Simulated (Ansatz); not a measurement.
# Lattice dynamics of MgI2 monolayer (1T), part 2 of 3

How does MgI2 monolayer (1T) vibrate, and is this structure a minimum?

Ansatz 0.2.0; DFT LDA, scalar-relativistic, plane waves, PAW.

So far. Step 3 (Tight relaxation): The largest force component left is 0.14 meV/Å, within the tolerances set.

### Step 4. Modes at Γ

The zone centre comes first: it holds the modes that light can see, as far as symmetry allows. The response to a homogeneous field gives the Born charges and the dielectric tensor, and its change with displacement the Raman tensors.

Contents of input.yaml:

```yaml
crystal:
  lattice:
    - [4.0713661588, 0.0, 0.0]
    - [-2.0356830794, 3.5259065216, 0.0]
    - [0.0, 0.0, 30.4]
  atoms:
    - { symbol: Mg, position: [0.0, 0.0, 0.3289473684] }
    - { symbol: I, position: [0.3333333333, 0.6666666667, 0.3834184131] }
    - { symbol: I, position: [0.6666666667, 0.3333333333, 0.2744763238] }
  periodic: [true, true, false]
kpoints:
  mp_grid: { grid: [6, 6, 1] }
hamiltonian:
  xc: lda
scf:
  occupations: { method: fixed }
output:
  eigenvalues: true
phonons:
  method: dfpt
  dielectric: true
  raman: true
```

Started as:

```sh
> ansatz run input.yaml --threads 4 --pin off --max-ram 14336MiB --backend cpu --events-out ev --progress --plain --runs-dir out
```

Numbers of over 12 decimals in the logs are rounded to 6 here.

The program printed:

```text
Warning: phonons.dielectric: true without phonons.rigid_motions: the static dielectric tensor ε⁰ will be withheld (ε∞, Z* and the rows of modes are given); for a crystal or a slab, whose only rigid motions are the translations, set phonons.rigid_motions: translations
Warning: crystal.symmetry: narrowed to the stabiliser of the run's FFT grids — unitary ops 12 → 6. A phonons.method: dfpt run fills in the rows of the dynamical matrix that it does not solve by its symmetry operations, which is exact only for operations that map its FFT grids onto themselves: filled in by any other, the frequencies could depend on the order in which like atoms are typed, or, by more than the grids' own error, on where the crystal sits among the grids' points. Excluded: 6 operations. The run can therefore solve more perturbations, solve them on more k-points, or both, and cost more. [rest of the remark cut]
[...]
Crystal: 3 atoms, lattice volume = 436.400 Å³
Basis set: ecut = 420 eV, 8513 PW (Γ), exchange–correlation on 60×60×432 points (8 copies of the dense FFT grid, shifted against one another)
Bands: 27, of which v1, the nominal top of the filled ones, is band 22 counted from 1 (21 counted from 0)
Symmetry: 12 space group operations
k-points: 13 of 36 (irreducible under 2 space group operations, time reversal used)
[...]
SCF iter   1: F=—  HF=-16616.438305 eV  |F-HF|=—  |Δ(HF+E_count)|=         —  Δρ=2.39e-3  dr2=1.12e-2  ethr=1.77e-3  ⟨swp⟩=10.8  Hψ=2005  notcnv=0  defer=35
[...]
SCF iter   9: F=-16616.431211 eV  HF=-16616.431211 eV  |F-HF|=6.55e-11  |Δ(HF+E_count)|=   1.42e-9  Δρ=1.99e-8  dr2=1.70e-12  ethr=1.00e-12  ⟨swp⟩=34.5  Hψ=3833  notcnv=0
SCF 1 converged in 9 iterations: F = -16616.431211 eV  dr2 = 1.70e-12
[...]
DFPT response loops at Γ: preconditioner auto → none (the input reference at scf.mixing.eps_inf says where Resta's filter doesn't serve); β = 0.50; Broyden in place of MSR1
── the response to a field inside a basis, on 14×14×2 k-points: an SCF that follows is theirs, and a resumed run solves both again ──
Bands: 23, of which v1, the nominal top of the filled ones, is band 22 counted from 1 (21 counted from 0)
k-points: 105 of 392 (irreducible under 2 space group operations, time reversal used)
[...]
Eigensolver: Dense (105 Hₖ)
SCF iter   1: F=—  HF=-16616.427293 eV  |F-HF|=—  |Δ(HF+E_count)|=         —  Δρ=3.30e-5  dr2=3.03e-6  ethr=1.00e-1
[...]
SCF iter   6: F=-16616.427294 eV  HF=-16616.427294 eV  |F-HF|=9.82e-11  |Δ(HF+E_count)|=  2.87e-10  Δρ=3.56e-8  dr2=3.41e-12  ethr=1.00e-12
SCF 1 converged in 6 iterations: F = -16616.427294 eV  dr2 = 3.41e-12
[...]
SCF converged after 9 iterations
Free energy (F): -16616.431211 eV
[...]
Internal energy: -16616.431211 eV  (E = F + TS)
E sigma→0 (E₀):  -16616.431211 eV
Fermi energy:    -6.475997 eV
[...]
--- Band table (eV; the first three rows and the last of 13) ---
  k-point 0: bands = [... 18 lower, -6.7762, -6.7762, -6.4760, -6.4760, -2.4283, -1.6655 (-1.6655°), -0.4195 (-0.4240°), -0.3714, ... 1 higher]
  k-point 1: bands = [... 18 lower, -7.3764, -7.1327, -7.0978, -6.5800, -1.7125, -1.0882 (-1.0883°), -0.3793 (-0.3801°), -0.2831, ... 1 higher]
  k-point 2: bands = [... 18 lower, -8.1941, -7.5609, -7.1692, -6.8605, -2.4756, -1.1429, -0.6037 (-0.6037°), 0.3582, ... 1 higher]
  k-point 12: bands = [... 18 lower, -8.4695, -8.0532, -7.4957, -7.1452, -2.2129, -0.5510, -0.1259, 0.1334, ... 1 higher]
  ° read free of the cell's end (the report's vacuum.weakly_bound_levels)
--- Phonons (Γ-DFPT): 6 representative perturbations + reference, on 13 of 36 k-points (Σ response iterations 22) ---
  ASR residual: 3.203e-5 → 0.000e0 eV/Å²; symmetrization residual: 2.049e-5 eV/Å²
  The last average, over the group as it would stand without the narrowing to the FFT grids, took up to 1.276e-6 eV/Å² of the zone centre's force constants
  ASR residual per site (eV/Å²): 2.67e-5 3.20e-5 3.17e-5
  Γ frequencies (cm⁻¹): 0.00 0.00 0.00 64.64 64.64 106.36 185.28 185.28 296.83
  ε∞ (high-frequency dielectric tensor):
        1.807405    -0.000000     0.000000
       -0.000000     1.807405     0.000000
        0.000000     0.000000     1.171679
  α∞ (the layer's polarisability for a field applied outside it; Å, Gaussian; ε∞ is over the cell's 30.400 Å):
        1.953239    -0.000000     0.000000
       -0.000000     1.953239     0.000000
        0.000000     0.000000     0.415318
  ε⁰ (static dielectric tensor): not given — the deck does not say what the cell's rigid motions are, and on a molecule in a box or a wire the rigid rotations would enter the sum over the modes at Γ. For a crystal or a slab, whose only rigid motions are the translations, set phonons.rigid_motions: translations.
  Born effective charges Z* (e; rows j = field, columns β = displacement):
    site 0:
         2.44408    0.00000    0.00000
        -0.00000    2.44408   -0.00000
        -0.00000   -0.00000    0.38956
    site 1:
        -1.22204    0.00000    0.00000
        -0.00000   -1.22204    0.00000
         0.00000   -0.00000   -0.19478
    site 2:
        -1.22204   -0.00000   -0.00000
         0.00000   -1.22204    0.00000
        -0.00000    0.00000   -0.19478
  Z* charge neutrality: 7.005e-4 e pre-enforcement
  solved inside a basis spanned on kpoints, on 14×14×2 k-points: ε∞ is read to err by 3.7e-3, Z* by 1.8e-2 e (field_mesh: kpoints solves on kpoints); Z* is corrected for what the basis lacks
  Raman tensors (in the event stream and the table raman_tensors.tsv): an entry may err by 2.3e-2 Å², one of the second-order susceptibility by 1.8e-20 pm/V (basis, points and sum rule); their sum over the sites missed zero by 8.882e-16 Å² ahead of its enforcement
  optical modes at Γ without the LO–TO term, one row a degenerate level:
      ω (cm⁻¹)  modes    IR ((D/Å)²/amu)  static Raman (Å⁴/amu)  depolarisation
         64.64      2             0.0000                 0.0492           0.750
        106.36      1             0.0000                 8.3527           0.067
        185.28      2            12.4263                 0.0000               —
        296.83      1             0.1578                 0.0000               —
```

The job ended after 6.6 min (4 threads of Intel Xeon 6975P-C (Granite Rapids), shared host; peak memory 3.8 GiB; 25 min of CPU time).

Reading the cycles: dr2 is the Hartree energy of the density residual (eV), the measure of convergence; HF is the Harris–Foulkes estimate of the energy, which meets the free energy F at convergence.

Numbers from this step:

```yaml
sum_rule_residual_before_enforcement: 3.20e-5 eV/Å²
miss_of_the_charge_sum_rule: 7.00e-4 e
estimated_error_of_the_dielectric_tensor: 0.003658
estimated_error_of_the_born_charges: 0.01795 e
point_group: -3m
highest_optical_mode_at_the_zone_centre_no_lo_to_term: 296.8 cm⁻¹
lowest_optical_zone_centre_mode: 64.64 cm⁻¹
largest_born_charge_third_of_the_trace: 1.759 e
```

Without the LO-TO term. Patterns of degenerate modes are one choice out of their space. The modes at Γ (shares of kinetic energy by element, %):

```csv
mode,frequency (cm⁻¹),symmetry,Mg %,I %
1,0.0,acoustic,9,91
2,0.0,acoustic,9,91
3,0.0,acoustic,9,91
4,64.6,Eg,0,100
5,64.6,Eg,0,100
6,106.4,A1g,0,100
7,185.3,Eu,91,9
8,185.3,Eu,91,9
9,296.8,A2u,91,9
```

Displacements in mode 5 (64.6 cm⁻¹), the largest set to 1:
```
Mg1  0.00  0.00  0.00
I2   0.59 -1.00  0.00
I3  -0.59  1.00  0.00
```

Displacements in mode 7 (185.3 cm⁻¹), the largest set to 1:
```
Mg1  0.00  1.00  0.00
I2   0.00 -0.10  0.00
I3   0.00 -0.10  0.00
```

High-frequency dielectric tensor, averaged over the cell of height 30.4 Å or as lengthened by the program, vacuum included. Tensor:

```csv
,x,y,z
x,1.807,0,0
y,0,1.807,0
z,0,0,1.172
```

Born charge (rows field, columns displacement) (e), principal values of the symmetric part by kind of site:

```csv
atom,atoms with these values,low,middle,high,mean
Mg1,1,0.39,2.44,2.44,1.76
I2,2,-1.22,-1.22,-0.19,-0.88
```

In full for I2:

```
-1.22  0.00  0.00
 0.00 -1.22  0.00
 0.00  0.00 -0.19
```

Transverse modes. Lines of the infrared spectrum (strongest = 100):

```csv
position (cm⁻¹),label,relative intensity
65,Eg,0.0
106,A1g,0.0
185,Eu,100
297,A2u,1.3
```

Activity x (w_L - w)^4 (n + 1)/w, 532 nm, 300 K. Raman lines, with heights relative to the strongest:

```csv
position (cm⁻¹),label,relative intensity
65,Eg,1.5
106,A1g,100
185,Eu,0.0
297,A2u,0.0
```

Before it was imposed, the acoustic sum rule was missed by 3.2e-5 eV/Å² and the charge sum rule by 7.0e-4 e. Small misses are needed for a sound result but don't prove that mesh and cutoff are converged. The lowest optical mode is real, 64.6 cm⁻¹.

### Step 5. The dispersion

Stability and thermal properties need the whole zone. Linear response on a 3×3×1 q mesh gives force constants as far as a supercell of that size would, and the tensors from the zone-centre run are typed in so that the long-range dipole term is interpolated apart.

input.yaml, the sections that differ from step 4:

```yaml
phonons:
  method: dfpt
  qmesh: [3, 3, 1]
  temperatures: { t_max: 1000, t_step: 50 }
  qpath:
    path:
      - [0.0, 0.0, 0.0]
      - [0.5, 0.0, 0.0]
      - [0.33333333, 0.33333333, 0.0]
      - [0.0, 0.0, 0.0]
    npoints: 10
  isolated: true
  non_analytic_term:
    high_frequency_dielectric_tensor: [[1.8074, 0.0, 0.0], [0.0, 1.8074, 0.0], [0.0, 0.0, 1.1717]]
    born_effective_charges:
      - { species: Mg, tensor: [[2.4441, 0.0, 0.0], [0.0, 2.4441, 0.0], [0.0, 0.0, 0.3896]] }
      - { species: I, tensor: [[-1.222, 0.0, 0.0], [0.0, -1.222, 0.0], [0.0, 0.0, -0.1948]] }
      - { species: I, tensor: [[-1.222, 0.0, 0.0], [0.0, -1.222, 0.0], [0.0, 0.0, -0.1948]] }
    source: "zone-centre run at this cell"
# crystal, kpoints, hamiltonian, scf, output: as in step 4
```

The program printed:

```text
Warning: phonons: the dynamical matrix that this run interpolates holds no multipole term above the dipole-dipole one, and a site of this crystal is no centre of inversion, so its interpolated transverse optical and acoustic branches and sound speeds can stay off near Gamma, and the density of states and the thermodynamics with them. What a run solves at a wave vector of phonons.qpoints, Gamma apart, where the deck admits one, is free of this, and under fd what a larger phonons.supercell samples
[...]
Crystal: 3 atoms, lattice volume = 436.400 Å³
Basis set: ecut = 420 eV, 8513 PW (Γ), exchange–correlation on 60×60×432 points (8 copies of the dense FFT grid, shifted against one another)
Bands: 27, of which v1, the nominal top of the filled ones, is band 22 counted from 1 (21 counted from 0)
Symmetry: 12 space group operations
k-points: 7 of 36 (irreducible under 6 space group operations, time reversal used)
[...]
SCF iter   1: F=—  HF=-16616.438160 eV  |F-HF|=—  |Δ(HF+E_count)|=         —  Δρ=2.39e-3  dr2=1.12e-2  ethr=1.77e-3  ⟨swp⟩=10.1  Hψ=1023  notcnv=0  defer=18
[...]
SCF iter   9: F=-16616.431211 eV  HF=-16616.431211 eV  |F-HF|=1.60e-10  |Δ(HF+E_count)|=   1.30e-9  Δρ=1.83e-8  dr2=1.66e-12  ethr=1.00e-12  ⟨swp⟩=35.7  Hψ=2016  notcnv=0
SCF 1 converged in 9 iterations: F = -16616.431211 eV  dr2 = 1.66e-12
[...]
NSCF: frozen V_eff on 7 k-points
[...]
DFPT response loops at q = (0, 0, 0) (fractional): preconditioner auto → none (the input reference at scf.mixing.eps_inf says where Resta's filter doesn't serve); β = 0.50; Broyden in place of MSR1
[...]
SCF converged after 9 iterations
Free energy (F): -16616.431211 eV
[...]
Internal energy: -16616.431211 eV  (E = F + TS)
E sigma→0 (E₀):  -16616.431211 eV
Fermi energy:    -6.475997 eV
[...]
--- Band table (eV; the first three rows and the last of 7) ---
  k-point 0: bands = [... 18 lower, -6.7762, -6.7762, -6.4760, -6.4760, -2.4283, -1.6655 (-1.6655°), -0.4195 (-0.4240°), -0.3714, ... 1 higher]
  k-point 1: bands = [... 18 lower, -7.3764, -7.1327, -7.0978, -6.5800, -1.7125, -1.0882 (-1.0883°), -0.3793 (-0.3801°), -0.2831, ... 1 higher]
  k-point 2: bands = [... 18 lower, -8.1941, -7.5609, -7.1692, -6.8605, -2.4756, -1.1429, -0.6037 (-0.6037°), 0.3582, ... 1 higher]
  k-point 6: bands = [... 18 lower, -9.1690, -8.6423, -7.3775, -7.3775, -2.0932, -0.1407, -0.1407, 1.5222, ... 1 higher]
  ° read free of the cell's end (the report's vacuum.weakly_bound_levels)
--- Phonons (Γ-DFPT): 6 representative perturbations + reference (Σ response iterations 22) ---
  ASR residual: 2.948e-5 → 0.000e0 eV/Å²; symmetrization residual: 6.237e-6 eV/Å²
[...]
ASR residual per site (eV/Å²): 1.66e-5 2.72e-5 2.95e-5
  Γ frequencies (cm⁻¹): 0.00 0.00 0.00 64.64 64.64 106.36 185.28 185.28 296.83
--- Phonons (arbitrary-q DFPT): 3 irreducible q on the 3×3×1 mesh ---
  q = [0.0000, 0.0000, 0.0000] (star 1, of the zone-centre solve; hermiticity 1.74e-6, symmetrization 4.30e-12, taken by the last average 1.11e-6): -0.00 0.00 0.00 64.64 64.64 106.36 185.28 185.28 296.83
  q = [0.0000, 0.3333, 0.0000] (star 6, 9 solved perturbations on 21 of 36 k-point pairs; hermiticity 1.39e-6, symmetrization 4.53e-10, taken by the last average 1.19e-6): 40.46 49.11 67.94 74.80 93.65 102.45 185.69 199.87 261.52
  q = [0.3333, 0.3333, 0.0000] (star 2, 6 solved perturbations in 93 linear systems a pass and spin channel, the states on 21 of 36 k-point pairs; hermiticity 3.07e-6, symmetrization 5.93e-7, taken by the last average 7.87e-7): 60.52 72.56 72.56 88.95 88.95 99.12 182.45 220.97 220.97
  sum rule: each row above includes the acoustic sum rule's correction from the zone centre's row sums; it moved no ω² by more than (0.43 cm⁻¹)²
  mesh force constants: q→R imaginary residual 1.48e-16; ASR residual 2.948e-5 → 0.000e0 eV/Å²; symmetrization residual 3.109e-15 eV/Å²
  interpolated dispersion: 31 rows × 9 modes
  density of states and harmonic sums: on the 18×18×1 q-mesh, interpolated from the force constants of a 3×3×1 supercell (with the dipole–dipole term of supplied tensors)
  largest difference from the sums on the solved wave vectors: F 9.06e-2 eV, S 1.14e-4 and C_V 2.31e-5 eV/K
  zero-point energy: 0.066512 eV/cell   skipped modes (ω ≤ 0): 6, of them read as no rigid motion or as one in doubt: 3 (5.556e-2 modes/cell left out, lowest -6.96 cm⁻¹)   left out of the sums: 7.20e-3 of the cell's modes: C_V's classical limit lies that fraction below 3 k_B per atom; for a crystal, a wire or a layer, F and S can be off by more, and a phonons.interpolated_qmesh denser along its periods is the remedy for the sampling
```

The job ended after 68 s (4 threads; peak memory 1.4 GiB; 4.1 min of CPU time).

This step gave:

* sum-rule residual before enforcement: 2.95e-5 eV/Å²
* lowest frequency on the path: -6.759 cm⁻¹
* highest frequency on the path or at a solved wavevector: 296.8 cm⁻¹
* lowest mode on the q mesh (acoustic modes at Γ apart): 40.46 cm⁻¹

Frequencies (cm⁻¹) solved at each irreducible wavevector; negative means imaginary. Frequencies by wavevector, by row:

```csv
q in reciprocal lattice units,star,mode 1,mode 2,mode 3,mode 4,mode 5,mode 6,mode 7,mode 8,mode 9
0 0 0,1,0,0,0,64.6,64.6,106.4,185.3,185.3,296.8
0 0.3333 0,6,40.5,49.1,67.9,74.8,93.7,102.5,185.7,199.9,261.5
0.3333 0.3333 0,2,60.5,72.6,72.6,89,89,99.1,182.4,221,221
```

(Part 2 of 3 ends here.)

[Logs are printed without paths, hosts, clocks, repeated set-up lines and the standing remarks that a program may print on its own settings, such as how far it seeks lower states.]

[Hosts, paths, dates, database ids (printed as entryN), source tags and the programs' standing remarks are cut or masked in the printed files.]
